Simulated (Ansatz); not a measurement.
# Core levels in a random alloy: Al22Cd5 (Cd on 19 % of the Al sites, one arrangement), part 2 of 3

Aim: core-level shifts of both metals in Al22Cd5 (Cd on 19 % of the Al sites, one arrangement), site by site. Spin–orbit coupling is left out of the bands throughout.

Ansatz 0.2.0; DFT, PBE, plane-wave PAW, default files, scalar-relativistic.

So far: The structure; Relaxation.

### 3. Valence states

First the ground state, then the DOS by atom and shell, which the cross sections turn into spectra.

input.yaml

```yaml
crystal:
  lattice:
    - [-0.0403475937, 6.2425092215, 6.1713303193]
    - [6.2502502852, -0.0244238546, 6.1554065801]
    - [6.2435539154, 6.2198891126, -0.0177274848]
  atoms:
    - { symbol: Cd, position: [0.004050444, -0.0038919064, 0.0005657719] }
    - { symbol: Al, position: [0.0127823002, -0.0079217482, 0.3362625251] }
    - { symbol: Al, position: [0.0154939601, -0.0042871863, 0.6554315974] }
    - { symbol: Al, position: [0.0097322573, 0.3366784145, -0.0037296219] }
    - { symbol: Al, position: [0.0046450852, 0.333190857, 0.3329647322] }
    - { symbol: Al, position: [0.0044294858, 0.3382042635, 0.6557607796] }
    - { symbol: Al, position: [0.0068960841, 0.6572073584, -0.0006084543] }
    - { symbol: Al, position: [9.95339e-05, 0.6611910795, 0.3386343204] }
    - { symbol: Al, position: [0.0078259975, 0.6615328734, 0.6648689847] }
    - { symbol: Al, position: [0.3266143496, 0.0031098297, 0.0058091631] }
    - { symbol: Al, position: [0.3304659018, -0.0004974074, 0.3375199616] }
    - { symbol: Al, position: [0.3312648758, 0.0008225338, 0.6616075207] }
    - { symbol: Al, position: [0.3230400479, 0.340397665, 0.0014865007] }
    - { symbol: Al, position: [0.320303566, 0.3365584696, 0.3379507616] }
    - { symbol: Al, position: [0.3215705424, 0.3425704032, 0.6687420894] }
    - { symbol: Al, position: [0.3314567835, 0.6670100288, 0.0007711726] }
    - { symbol: Al, position: [0.3279825066, 0.6698182719, 0.3368527131] }
    - { symbol: Al, position: [0.3331022153, 0.6673907724, 0.6651231728] }
    - { symbol: Cd, position: [0.6644754197, -0.0011539265, 0.0009619482] }
    - { symbol: Al, position: [0.6601806175, -0.0133509765, 0.3452884395] }
    - { symbol: Cd, position: [0.6671453811, -0.0010525787, 0.6663795766] }
    - { symbol: Cd, position: [0.6642470866, 0.3368517005, -0.0018261685] }
    - { symbol: Cd, position: [0.6647594383, 0.3346943433, 0.3342072576] }
    - { symbol: Al, position: [0.66504214, 0.3476944733, 0.6588393877] }
    - { symbol: Al, position: [0.6689265075, 0.66557945, -0.0003372346] }
    - { symbol: Al, position: [0.6655138531, 0.6660995419, 0.3375196525] }
    - { symbol: Al, position: [0.6679536191, 0.6655534003, 0.6629534505] }
kpoints:
  mp_grid: { grid: [4, 4, 4] }
scf:
  occupations: { method: fermi_dirac, width: 0.08 }
  n_extra_bands: 27
hamiltonian:
  xc: pbe
  pseudopotentials: { kind: paw }
output:
  forces: true
  stress: true
  dos:
    projected:
      site_lists:
        Cd: [0, 18, 20, 21, 22]
        Al: [1, 2, 3, 4, 5, 6, 7, 8, 9, 10, 11, 12, 13, 14, 15, 16, 17, 19, 23, 24, 25, 26]
    de: 0.05
    e_range: [-30, 12]
    method: { smearing: { sigma: 0.1, scheme: gaussian } }
  eigenstates:
    kpoints:
      - [0.0, 0.0, 0.0]
      - [0.25, 0.0, 0.25]
      - [0.5, 0.0, 0.5]
      - [-0.25, 0.0, -0.25]
      - [-0.3125, 0.375, -0.3125]
      - [-0.125, -0.25, -0.125]
      # [... 14 more points ...]
      - [-0.5, 0.375, -0.125]
      - [-0.5, 0.1875, -0.3125]
    e_range: [-9.0, 3.0]
    unfold: { supercell_matrix: [[3, 0, 0], [0, 3, 0], [0, 0, 3]] }
```

The run is started by

```sh
> ansatz run input.yaml --threads 4 --pin off --max-ram 14336MiB --backend cpu --events-out ev --progress --plain --runs-dir out
```

Numbers of over 12 decimals in the logs are rounded to 6 here.

Log:

```text
[...]
Crystal: 27 atoms, lattice volume = 483.003 Å³
Basis set: ecut = 420 eV, 9449 PW (Γ), exchange–correlation on 120×120×120 points (8 copies of the dense FFT grid, shifted against one another)
Bands: 110, of which v1, the nominal top of the filled ones, is band 83 counted from 1 (82 counted from 0)
Symmetry: 1 space group operations
[...]
k-points: 36 of 64 (time reversal used)
[...]
SCF iter   1: F=—  HF=-53095.025820 eV  |F-HF|=—  |Δ(HF+E_count)|=         —  Δρ=1.50e-3  dr2=7.45e-2  ethr=1.77e-3  ⟨swp⟩=7.4  Hψ=17033  notcnv=0  defer=137
[...]
SCF iter   8: F=-53095.031128 eV  HF=-53095.031128 eV  |F-HF|=2.57e-8  |Δ(HF+E_count)|=   4.17e-8  Δρ=1.06e-6  dr2=3.01e-8  ethr=6.02e-11  ⟨swp⟩=11.6  Hψ=16535  notcnv=0
SCF 1 converged in 8 iterations: F = -53095.031128 eV  dr2 = 3.01e-8
[...]
NSCF: frozen V_eff on 22 k-points
SCF converged after 8 iterations
Free energy (F): -53095.031128 eV
[...]
Internal energy: -53094.808976 eV  (E = F + TS)
E sigma→0 (E₀):  -53094.920052 eV
Entropy (-TS):   -0.222152 eV (-8.228 meV/atom)
Fermi energy:    9.234392 eV
[...]
--- Forces (eV/Å), atoms counted from 1 ---
  atom   1  Cd     0.00110811     0.00195955    -0.00317244
  atom   2  Al    -0.00179377    -0.00160113    -0.00149088
  atom   3  Al     0.00018256    -0.00024328     0.00105308
  atom   4  Al     0.00259695    -0.00020586     0.00038957
  atom   5  Al     0.00181564    -0.00065251    -0.00039207
  atom   6  Al    -0.00124244    -0.00407546     0.00084081
  atom   7  Al     0.00192970    -0.00056498    -0.00133404
  atom   8  Al     0.00084090    -0.00198116     0.00286857
  atom   9  Al     0.00007244    -0.00028789    -0.00009297
  atom  10  Al    -0.00208484     0.00319392     0.00242715
  atom  11  Al     0.00087638     0.00043373    -0.00055727
  atom  12  Al    -0.00171550     0.00096565     0.00020979
  atom  13  Al    -0.00170239    -0.00112368     0.00184505
  atom  14  Al     0.00049746     0.00066020     0.00083394
  atom  15  Al    -0.00065309     0.00163318    -0.00005574
  atom  16  Al    -0.00098674     0.00110575     0.00205613
  atom  17  Al    -0.00036399    -0.00222064     0.00081573
  atom  18  Al    -0.00013738     0.00324633    -0.00329177
  atom  19  Cd    -0.00491330    -0.00378284    -0.00518923
  atom  20  Al    -0.00194750     0.00166839     0.00064205
  atom  21  Cd     0.00134574     0.00297763    -0.00150387
  atom  22  Cd     0.00305072    -0.00144345     0.00231992
  atom  23  Cd    -0.00056030    -0.00073524     0.00070954
  atom  24  Al     0.00410997     0.00034704    -0.00143369
  atom  25  Al     0.00076306     0.00006876     0.00105449
  atom  26  Al    -0.00380782    -0.00001740     0.00068746
  atom  27  Al     0.00272076     0.00066940    -0.00023879
  max |Σ_I F_I| component: 5.98e-6 eV/Å
--- Stress (GPa, compression-positive) ---
       -0.012916       0.001303       0.000174
        0.001303      -0.017383       0.001565
        0.000174       0.001565      -0.009911
  P = ⅓ Tr σ = -0.0134 GPa (-0.134 kbar)
--- Band table (eV; the first three rows and the last of 36) ---
  k-point 0: bands = [... 79 lower, 8.7886, 8.8692, 8.9625, 8.9748, 9.0268, 9.3511, 9.4342, 9.6119, ... 23 higher]
  k-point 1: bands = [... 79 lower, 8.3140, 8.4819, 8.5685, 8.8997, 8.9672, 9.1283, 9.4521, 9.4893, ... 23 higher]
  k-point 2: bands = [... 79 lower, 8.8837, 8.9187, 9.0650, 9.1519, 9.2169, 9.3886, 10.5016, 10.6242, ... 23 higher]
  k-point 35: bands = [... 79 lower, 8.9183, 8.9261, 9.0333, 9.1852, 9.2347, 9.3638, 10.5156, 10.6032, ... 23 higher]
```

The job ended after 2.1 min (4 threads of Arm Neoverse V1, shared host; peak memory 2.4 GiB; 8.3 min of CPU time).

Numbers from this step:

```yaml
pressure: -0.01340 GPa
zero_of_energy: Fermi level
share_of_occupied_states_in_no_projected_shell: 0.0148 of the occupied states in the window
dos_at_the_fermi_level: 10.17 states/eV/cell
```

A(k,E), total over k along the path and E. Zero: Fermi level.

Ten even steps from '0' (0.00 eV⁻¹) to '9' (1.81 eV⁻¹), each cell a mean:
```
000000050002000000000000604500
000000010014000000010000113100
000005000051000000030000052000
000001001020000000020000085000
000000001440000000010000055000
000000005330000000000000054100
000000256500000000000000192542
000000526900000000004000613135
000000114200000000001000503411
000000350000000000001003300363
000000410000000000000116000124
000000000010000000000456000000
000000000060000000000461000000
000005000000000000000730000000
000001000000000000000100000000
000000000000000000001000000000
000000000004000000004000000000
000040000003000000001000000000
000020000000000000000000000000
000000000000100000050000000000
000300000000500000020000000000
001400000000100000300000000000
```
Columns: k along the path (Å⁻¹) from 0 to 6.79 (not evenly spaced); rows upwards: E (eV) from -8.7 to 2.7.

Peaks of A(k,E) at the labelled points: for each region the eleven nearest the zero at most, each over 6 % of that point's highest, less those above the energy where the solved bands run out; weight and spread sum the levels within three half widths or 0.3 eV, so near peaks share levels. Peaks of the spectral function:

| point | weight on | E (eV) | A (1/eV) | weight near the peak | rms spread of levels (eV) |
| --- | --- | --- | --- | --- | --- |
| Γ | total | -7.62 | 0.078 | 0.05 | 0.122 |
| Γ | total | -6.48 | 0.029 | 0.016 | 0.113 |
| Γ | total | -2.82 | 0.024 | 0.018 | 0.161 |
| Γ | total | -0.26 | 0.027 | 0.018 | 0.181 |
| Γ | total | 1.12 | 0.05 | 0.046 | 0.236 |
| Γ | total | 1.34 | 0.048 | 0.041 | 0.201 |
| X | total | -4.44 | 0.125 | 0.082 | 0.187 |
| X | total | -2.52 | 1.961 | 0.936 | 0.06 |
| X | total | -1 | 1.84 | 0.882 | 0.042 |
| U | total | -3.64 | 0.128 | 0.061 | 0.064 |
| U | total | -1.38 | 1.575 | 0.956 | 0.188 |
| U | total | -0.92 | 1.325 | 0.818 | 0.151 |
| U | total | -0.62 | 1.276 | 1.163 | 0.221 |
| U | total | -0.02 | 1.445 | 0.938 | 0.2 |
| U | total | 0.74 | 0.259 | 0.117 | 0.172 |
| U | total | 1.56 | 0.105 | 0.058 | 0.234 |
| K | total | -3.54 | 0.146 | 0.071 | 0.071 |
| K | total | -1.22 | 2.172 | 1.447 | 0.121 |
| K | total | -0.56 | 0.994 | 0.426 | 0.094 |
| K | total | 0.22 | 1.661 | 0.764 | 0.066 |
| L | total | -4.28 | 1.95 | 1.067 | 0.119 |
| L | total | -3.64 | 0.863 | 0.477 | 0.159 |
| L | total | -3.18 | 1.119 | 0.749 | 0.22 |
| W | total | -0.52 | 2.433 | 1.544 | 0.143 |
| W | total | 0.52 | 1.156 | 0.564 | 0.128 |
| W | total | 1.04 | 2.061 | 1.455 | 0.114 |
| W | total | 1.22 | 2.229 | 1.461 | 0.118 |

The DOS has structure finer than the step of the table below, so its rows give means over 0.5 eV, whole bins alone (the curve runs from -12.3 to 3.48 eV). Peaks (eV: height): total -9.43: 58.3, -9.03: 66.6, -2.33: 17.2, 1.48: 16.9; Al 3p -4.33: 9.40, -2.33: 11.0, -0.53: 9.59, 1.48: 9.49; Cd 4d -9.43: 52.7, -9.03: 61.3; Al 3s -5.92: 3.98, -2.33: 4.61, 0.28: 3.98, 1.48: 4.32; Cd 5s -4.33: 0.921, 0.38: 0.933, 1.77: 0.901, 2.98: 0.958.

* holds the states left over by the projection beside any projected weight of its own. Table of DOS by E, zero at the Fermi level; means over each step; values in states/eV/cell:

| E (eV) | total | Al 3p | Cd 4d | Al 3s | Cd 5s | Cd 5p* |
| --- | --- | --- | --- | --- | --- | --- |
| -11.5 | 0 | 0 | 0 | 0 | 0 | 0 |
| -11.0 | 0.00217 | 2.4e-5 | 0 | 0.00174 | 4.0e-4 | 0 |
| -10.5 | 0.905 | 0.145 | 0.00280 | 0.623 | 0.133 | 7.2e-4 |
| -10.0 | 5.52 | 1.06 | 2.47 | 1.71 | 0.276 | 0.00734 |
| -9.5 | 45.1 | 2.62 | 39.8 | 2.23 | 0.402 | 0.0481 |
| -9.0 | 53.9 | 2.89 | 48.8 | 1.79 | 0.448 | 0.0505 |
| -8.5 | 8.42 | 2.09 | 4.70 | 1.36 | 0.260 | 0.0188 |
| -8.0 | 6.03 | 3.13 | 0.712 | 1.78 | 0.384 | 0.0245 |
| -7.5 | 4.62 | 2.61 | 0.315 | 1.38 | 0.297 | 0.0253 |
| -7.0 | 8.19 | 4.82 | 0.419 | 2.37 | 0.538 | 0.0483 |
| -6.5 | 3.97 | 2.39 | 0.150 | 1.16 | 0.243 | 0.0292 |
| -6.0 | 8.68 | 5.22 | 0.283 | 2.53 | 0.561 | 0.0784 |
| -5.5 | 7.89 | 4.89 | 0.209 | 2.34 | 0.366 | 0.0768 |
| -5.0 | 5.78 | 3.53 | 0.150 | 1.62 | 0.405 | 0.0752 |
| -4.5 | 9.38 | 5.96 | 0.197 | 2.55 | 0.531 | 0.140 |
| -4.0 | 9.90 | 6.61 | 0.176 | 2.54 | 0.426 | 0.149 |
| -3.5 | 7.25 | 4.70 | 0.133 | 1.89 | 0.370 | 0.161 |
| -3.0 | 8.20 | 5.12 | 0.129 | 2.19 | 0.559 | 0.206 |
| -2.5 | 14.0 | 9.20 | 0.180 | 3.54 | 0.667 | 0.390 |
| -2.0 | 8.64 | 5.53 | 0.104 | 2.31 | 0.384 | 0.314 |
| -1.5 | 7.96 | 5.35 | 0.0948 | 1.79 | 0.372 | 0.352 |
| -1.0 | 9.73 | 5.84 | 0.120 | 2.57 | 0.656 | 0.543 |
| -0.5 | 12.9 | 8.26 | 0.117 | 3.25 | 0.475 | 0.771 |
| 0.0 | 10.6 | 5.78 | 0.100 | 3.23 | 0.633 | 0.902 |
| 0.5 | 9.88 | 5.03 | 0.0889 | 3.02 | 0.747 | 0.995 |
| 1.0 | 10.4 | 6.09 | 0.0692 | 2.59 | 0.538 | 1.14 |
| 1.5 | 15.6 | 8.86 | 0.0881 | 3.87 | 0.776 | 1.97 |
| 2.0 | 11.0 | 6.11 | 0.0597 | 2.73 | 0.612 | 1.48 |
| 2.5 | 11.6 | 6.36 | 0.0568 | 2.80 | 0.604 | 1.74 |
| 3.0 | 13.7 | 7.29 | 0.0515 | 3.10 | 0.830 | 2.39 |

This run's widths, added to any smearing of the DOS itself: Gaussian 0.1 eV, Lorentzian 0.2 eV plus 0.03 an eV of depth. Table of intensity by binding energy, zero at the Fermi level; values in % of the maximum within 13 eV:

| binding energy (eV) | 21.2 eV | 40.8 eV | 1486.7 eV | 2150 eV | 5414.7 eV |
| --- | --- | --- | --- | --- | --- |
| -1 | 0.268 | 0.158 | 0.175 | 0.188 | 0.280 |
| 0 | 2.91 | 0.977 | 1.33 | 1.55 | 3.13 |
| 1 | 4.70 | 1.72 | 2.25 | 2.63 | 5.39 |
| 2 | 4.17 | 1.62 | 1.99 | 2.28 | 4.39 |
| 3 | 4.13 | 1.73 | 2.16 | 2.48 | 4.83 |
| 4 | 4.72 | 2.12 | 2.48 | 2.79 | 5.04 |
| 5 | 3.81 | 1.92 | 2.28 | 2.53 | 4.37 |
| 6 | 5.06 | 2.78 | 3.22 | 3.52 | 5.75 |
| 7 | 6.05 | 4.07 | 4.47 | 4.74 | 6.72 |
| 8 | 11.5 | 10.1 | 10.4 | 10.6 | 12.0 |
| 9 | 95.1 | 95.1 | 95.1 | 95.1 | 95.1 |
| 10 | 24.1 | 23.1 | 23.4 | 23.6 | 24.5 |
| 11 | 3.64 | 3.49 | 3.53 | 3.56 | 3.71 |
| 12 | - | 1.38 | 1.39 | 1.40 | 1.44 |

Maxima picked by a test of local sharpness, so broad peaks and shoulders can be missing; peaks within 0.45 eV of a curve's cut are left out. Valence peaks, by row:

| photon energy (eV) | binding energy (eV) | height (% of the maximum within 13 eV) | main shell | its share (%) |
| --- | --- | --- | --- | --- |
| 21.2 | 9.15 | 100 | Cd 4d | 97.64 |
| 21.2 | 5.95 | 5.151 | Al 3s | 48.57 |
| 21.2 | 4.25 | 5.446 | Al 3s | 55.36 |
| 21.2 | 3.2 | 4.514 | Al 3s | 57.38 |
| 21.2 | 2.35 | 6.297 | Al 3s | 58.35 |
| 21.2 | 0.5 | 5.708 | Al 3s | 55.21 |
| 40.8 | 9.15 | 100 | Cd 4d | 99.32 |
| 1487 | 9.15 | 100 | Cd 4d | 98.89 |
| 2150 | 9.15 | 100 | Cd 4d | 98.65 |
| 5415 | 9.15 | 100 | Cd 4d | 96.89 |
| 5415 | 5.95 | 5.837 | Al 3s | 45.95 |
| 5415 | 4.3 | 6.023 | Al 3s | 53.21 |
| 5415 | 3.2 | 5.263 | Al 3s | 52.75 |
| 5415 | 2.35 | 6.799 | Al 3s | 57.93 |
| 5415 | 0.5 | 5.635 | Al 3s | 59.95 |

The intensity has structure finer than the step of the table below, so its rows give means over 0.5 eV, whole bins alone (the curve runs from -12.3 to 1.38 eV). Peaks (eV: height): Al K-beta -4.22: 84.1, -2.42: 99.8, -0.53: 87.8; Al K-beta, E along x -4.22: 83.9, -2.42: 99.5, -0.62: 87.7; Al K-beta, E along y -4.22: 84.0, -2.42: 99.0, -0.53: 87.8; Al K-beta, E along z -4.12: 84.5, -2.33: 101, -0.53: 87.8; Al L2,3 -4.22: 78.5, -3.23: 65.0, -2.33: 99.4, -0.42: 82.5.

Shapes are the site's partial DOS without matrix elements, which overweights lines from ligand s bands. The intensity by emission energy less the core level's binding energy, zero at the Fermi level; means over each step; values in % of the unpolarised maximum:

| emission energy less the core level's binding energy (eV) | Al K-beta | Al K-beta, E along x | Al K-beta, E along y | Al K-beta, E along z | Al L2,3 |
| --- | --- | --- | --- | --- | --- |
| -12.0 | 1.92 | 1.92 | 1.92 | 1.92 | 1.02 |
| -11.5 | 2.63 | 2.63 | 2.63 | 2.63 | 1.66 |
| -11.0 | 4.12 | 4.13 | 4.12 | 4.10 | 3.91 |
| -10.5 | 8.09 | 8.12 | 8.12 | 8.04 | 16.8 |
| -10.0 | 16.9 | 16.9 | 17.0 | 16.8 | 37.6 |
| -9.5 | 27.8 | 27.8 | 27.7 | 27.7 | 47.3 |
| -9.0 | 32.2 | 32.3 | 32.5 | 31.8 | 41.3 |
| -8.5 | 33.0 | 33.1 | 33.0 | 32.9 | 35.7 |
| -8.0 | 36.9 | 36.8 | 36.7 | 37.3 | 39.8 |
| -7.5 | 41.0 | 41.0 | 41.0 | 41.0 | 37.1 |
| -7.0 | 49.7 | 49.4 | 49.3 | 50.3 | 50.8 |
| -6.5 | 47.4 | 47.5 | 47.2 | 47.6 | 36.3 |
| -6.0 | 58.4 | 58.2 | 57.9 | 59.2 | 56.2 |
| -5.5 | 61.4 | 61.3 | 60.9 | 62.1 | 56.1 |
| -5.0 | 57.7 | 57.4 | 57.2 | 58.5 | 43.1 |
| -4.5 | 72.5 | 72.9 | 72.5 | 72.1 | 60.5 |
| -4.0 | 78.0 | 77.1 | 77.3 | 79.6 | 60.3 |
| -3.5 | 69.6 | 70.0 | 69.3 | 69.4 | 48.4 |
| -3.0 | 76.4 | 76.7 | 76.4 | 76.0 | 54.8 |
| -2.5 | 95.2 | 95.4 | 94.8 | 95.3 | 81.4 |
| -2.0 | 80.9 | 79.5 | 79.4 | 83.8 | 58.7 |
| -1.5 | 73.9 | 73.2 | 72.7 | 75.6 | 45.8 |
| -1.0 | 78.8 | 77.3 | 77.6 | 81.1 | 62.9 |
| -0.5 | 83.2 | 82.8 | 82.9 | 83.2 | 78.8 |
| 0.0 | 44.1 | 43.7 | 43.4 | 42.1 | 39.7 |
| 0.5 | 12.3 | 12.1 | 12.1 | 11.8 | 0.786 |
| 1.0 | 5.75 | 5.69 | 5.68 | 5.66 | 0.450 |

Sums over each group's atoms; left-over states aren't shared out by site. Site centres, by row:

| group | element | shell | occupied states | centre of occupied part (eV) | centre up to the window's top (eV) |
| --- | --- | --- | --- | --- | --- |
| Cd | Cd | 5s | 4.513 | -4.785 | -2.498 |
| Cd | Cd | 4d | 49.61 | -9.069 | -9.017 |
| Al | Al | 3s | 22.54 | -4.711 | -2.659 |
| Al | Al | 3p | 47.36 | -4.09 | -2.122 |

Shapes are the site's partial DOS without matrix elements, which overweights lines from ligand s bands. Emission peaks, by row:

| line | energy (eV) | height (%) |
| --- | --- | --- |
| Al K-beta | -9.05 | 32.56 |
| Al K-beta | -8 | 37.38 |
| Al K-beta | -7 | 51.06 |
| Al K-beta | -5.55 | 62.21 |
| Al K-beta | -4.2 | 84.2 |
| Al K-beta | -2.4 | 100 |
| Al K-beta | -0.55 | 88.08 |
| Al K-beta, E along x | -9.05 | 32.68 |
| Al K-beta, E along x | -8.05 | 37.22 |
| Al K-beta, E along x | -7 | 50.77 |
| Al K-beta, E along x | -5.55 | 62.36 |
| Al K-beta, E along x | -4.2 | 83.9 |
| Al K-beta, E along x | -2.4 | 99.47 |
| Al K-beta, E along x | -0.6 | 88.09 |
| Al K-beta, E along y | -9 | 32.89 |
| Al K-beta, E along y | -8 | 37.12 |
| Al K-beta, E along y | -7 | 50.68 |
| Al K-beta, E along y | -5.55 | 61.82 |
| Al K-beta, E along y | -4.2 | 84.05 |
| Al K-beta, E along y | -2.4 | 99.14 |
| Al K-beta, E along y | -0.55 | 88.21 |
| Al K-beta, E along z | -9.05 | 32.11 |
| Al K-beta, E along z | -8 | 37.79 |
| Al K-beta, E along z | -6.95 | 51.82 |
| Al K-beta, E along z | -5.85 | 62.91 |
| Al K-beta, E along z | -4.15 | 84.71 |
| Al K-beta, E along z | -2.35 | 101.5 |
| Al K-beta, E along z | -1.15 | 82.79 |
| Al K-beta, E along z | -0.5 | 88.05 |
| Al L2,3 | -6.95 | 55.67 |
| Al L2,3 | -5.95 | 64.74 |
| Al L2,3 | -5.5 | 61.05 |
| Al L2,3 | -4.25 | 78.48 |
| Al L2,3 | -3.2 | 65.41 |
| Al L2,3 | -2.35 | 100 |
| Al L2,3 | -1.1 | 65.55 |
| Al L2,3 | -0.4 | 82.7 |

The spectra weight each projected shell by its atomic cross section (Dirac–Hartree–Slater) and angular factor, for linear light with the analyser at 30° from the polarisation. Broadening, on top of any smearing of the DOS itself: a Gaussian of 0.1 eV and a Lorentzian of 0.2 eV plus 0.03 times the binding energy (full widths), Fermi edge at 20 K. Curves are cut 10 eV under the photon energy, above any shell that the free atom's threshold puts out of reach, or at the lower edge of the window: 11.2 eV at 21.2 eV, 12.3 eV at 40.8 eV, 12.3 eV at 1486.7 eV, 12.3 eV at 2150 eV and 12.3 eV at 5414.7 eV. A star in tables and legends marks shells that hold the states left over by the projection (1.5 % of the filled ones), a stand-in for orbitals that the files don't project on. Dipole terms alone, which is rough above 3 keV; no background, satellites or final-state effects.

Share of each shell in the spectrum's area (%), by photon energy:

| shell | 21.2 eV | 40.8 eV | 1486.7 eV | 2150 eV | 5414.7 eV |
| --- | --- | --- | --- | --- | --- |
| Al 3s | 13.9 | 3.4 | 6.9 | 8.2 | 14.6 |
| Al 3p | 5.0 | 3.5 | 1.2 | 0.9 | 0.6 |
| Cd 5s | 0.1 | 0.1 | 1.4 | 2.1 | 7.1 |
| Cd 4d | 79.8 | 93.0 | 90.3 | 88.5 | 77.2 |

Cross sections used, in Mb an electron:

| shell | 21.2 eV | 40.8 eV | 1486.7 eV | 2150 eV | 5414.7 eV |
| --- | --- | --- | --- | --- | --- |
| Al 3s | 0.15 | 0.15 | 3.5e-4 | 1.4e-4 | 1.3e-5 |
| Al 3p | 0.070 | 0.10 | 4.0e-5 | 1.2e-5 | 4.4e-7 |
| Cd 5s | 0.0084 | 0.029 | 3.6e-4 | 1.9e-4 | 3.2e-5 |
| Cd 4d | 0.96 | 3.6 | 0.0026 | 9.0e-4 | 4.5e-5 |

States with weight above 0.08 nearest the zero at Γ of the zone, within the window kept, -9.0 to 3.0 eV (levels that the program groups as degenerate share a row):

| E (eV) | weight, total |
| --- | --- |
| -8.89 | 0.09 |

States with weight above 0.08 nearest the zero at X of the zone, within the window kept, -9.0 to 3.0 eV (levels that the program groups as degenerate share a row):

| E (eV) | weight, total |
| --- | --- |
| -8.89 | 0.09 |
| -2.52 | 0.91 |
| -1.00 | 0.54 |
| -0.98 | 0.30 |

States with weight above 0.08 nearest the zero at U of the zone, within the window kept, -9.0 to 3.0 eV (levels that the program groups as degenerate share a row):

| E (eV) | weight, total |
| --- | --- |
| -1.37 | 0.59 |
| -1.01 | 0.16 |
| -0.91 | 0.20 |
| -0.89 | 0.10 |
| -0.75 | 0.08 |
| -0.63 | 0.25 |
| -0.47 | 0.13 |
| -0.43 | 0.09 |
| -0.37 | 0.12 |
| -0.01 | 0.59 |

States with weight above 0.08 nearest the zero at K of the zone, within the window kept, -9.0 to 3.0 eV (levels that the program groups as degenerate share a row):

| E (eV) | weight, total |
| --- | --- |
| -1.25 | 0.71 |
| -1.12 | 0.11 |
| -1.01 | 0.56 |
| -0.57 | 0.24 |
| 0.21 | 0.74 |

The largest force component on a free atom is 0.005 eV/Å, so the atoms are at rest for these settings too. At the Fermi level the DOS is 10.17 states/eV a cell, and on the broadened curves Al 3p holds 54 % of the total there.

(Part 2 of 3 ends here.)

[Logs are printed without paths, hosts, clocks, repeated set-up lines and the standing remarks that a program may print on its own settings, such as how far it seeks lower states.]

[Hosts, paths, dates, database ids (printed as entryN), source tags and the programs' standing remarks are cut or masked in the printed files.]

[Maps of the electrostatic potential energy from Ansatz leave out the sawtooth potential of an applied field or a dipole correction, so their vacuum need not be flat; work functions include it.]
